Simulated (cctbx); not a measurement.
## Reading a Patterson map

Space group Pm (no. 6), a = 5.5540 Å, b = 7.7400 Å, c = 5.5570 Å, α = 90.00°, β = 90.54°, γ = 90.00°, content Sn2 Ge2 Zn3 Ca1 O12.

The data are simulated with cctbx, not measured: synchrotron X-rays, λ = 0.6889 Å, to d = 0.6 Å, 70 % of the full sphere, strongest reflection 40000 counts, noise from counting, a 2 % proportional error and a noise floor of 4 counts (s.d.); no absorption, some extinction.

Patterson synthesis, origin scaled to 1000:

```text
Patterson group P 1 2/m 1
      u       v       w   height  length (A)
  0.000   0.000   0.000   1000.0     0.00
  0.500   0.000   0.500    763.8     3.91
  0.000   0.500   0.000    684.8     3.87
  0.500   0.500   0.500    591.6     5.50
  0.500   0.254   0.000    545.1     3.40
  0.000   0.251   0.500    521.6     3.39
  0.284   0.500   0.768     49.3     4.38
  0.422   0.250   0.505     48.9     4.11
  0.267   0.000   0.771     48.7     1.96
  0.076   0.250   0.016     46.1     1.99
  0.231   0.461   0.272     32.0     4.08
  0.065   0.500   0.511     31.9     4.74
  0.420   0.500  -0.003     31.6     4.52
  0.231   0.047   0.274     31.1     2.01
```

Q: Assign the vectors.

A peak at u stands for all pairs with xi − xj = u, with weight Σ ZiZj against Σ Z² = 10916 at the origin. Peak heights follow these weights only roughly, since form factors, motion and series ripples differ, all vectors within 0.55 Å of a peak are counted as merged into it though the farther ones add only part of their weight, and F(000) is left out, which lowers the whole map:

| u | v | w | shortest length (Å) | height | 1000 ΣZiZj/ΣZ² | pairs in the cell |
| --- | --- | --- | --- | --- | --- | --- |
| 0.500 | 0.000 | 0.500 | 3.91 | 764 | 861 | 4 × Sn–Ge, 2 × Zn–Zn, 2 × Zn–Ca |
| 0.000 | 0.500 | 0.000 | 3.87 | 685 | 920 | 2 × Sn–Sn, 2 × Ge–Ge, 2 × Zn–Zn, 2 × Zn–Ca |
| 0.500 | 0.500 | 0.500 | 5.50 | 592 | 908 | 4 × Sn–Ge, 2 × Zn–Zn, 2 × Zn–Ca, 8 × O–O |
| 0.500 | 0.254 | 0.000 | 3.40 | 545 | 843 | 4 × Sn–Zn, 2 × Ge–Zn, 2 × Ge–Ca |
| 0.000 | 0.251 | 0.500 | 3.39 | 522 | 810 | 4 × Ge–Zn, 2 × Sn–Zn, 2 × Sn–Ca |
| 0.284 | 0.500 | 0.768 | 4.38 | 49 | 193 | 4 × Sn–O, 2 × Ge–O |
| 0.422 | 0.250 | 0.505 | 4.11 | 49 | 120 | 2 × Sn–O, 2 × Ge–O |
| 0.267 | 0.000 | 0.771 | 1.96 | 49 | 193 | 4 × Sn–O, 2 × Ge–O |
| 0.076 | 0.250 | 0.016 | 1.98 | 46 | 120 | 2 × Sn–O, 2 × Ge–O |

The table stops at ten peaks or at a height of 45, below which ripples compete. In the model behind the data Sn, the heaviest element, has 1 independent site: (0.4984, 0.2483, 0.9977), up to an allowed shift of origin; the Sn–Sn vectors are differences of these positions and their symmetry mates. The whole model:

```csv
atom,mult.,x,y,z,Ueq (Å²)
Sn1,2,0.4984,0.2483,0.9977,0.0172
Ge1,2,0.9997,0.7609,0.5022,0.0242
Zn1,1,0.9727,1/2,0.0430,0.0194
Zn2,1,0.5075,1/2,0.5334,0.0141
Zn3,1,0.0025,0,0.9550,0.0170
Ca1,1,0.4872,0,0.4533,0.0180
O1,1,0.0722,1/2,0.4881,0.0240
O2,1,0.4242,1/2,0.9683,0.0208
O3,1,0.9045,0,0.5219,0.0215
O4,1,0.5752,0,0.0387,0.0425
O5,2,0.2849,0.8020,0.7132,0.0354
O6,2,0.2183,0.2110,0.2173,0.0249
O7,2,0.7143,0.2996,0.2895,0.0374
O8,2,0.7878,0.7139,0.7855,0.0240
```

This is a model crystal, built by substitution and not relaxed, with assumed displacement parameters.

[Logs are printed without paths, hosts, clocks, repeated set-up lines and the standing remarks that a program may print on its own settings, such as how far it seeks lower states.]
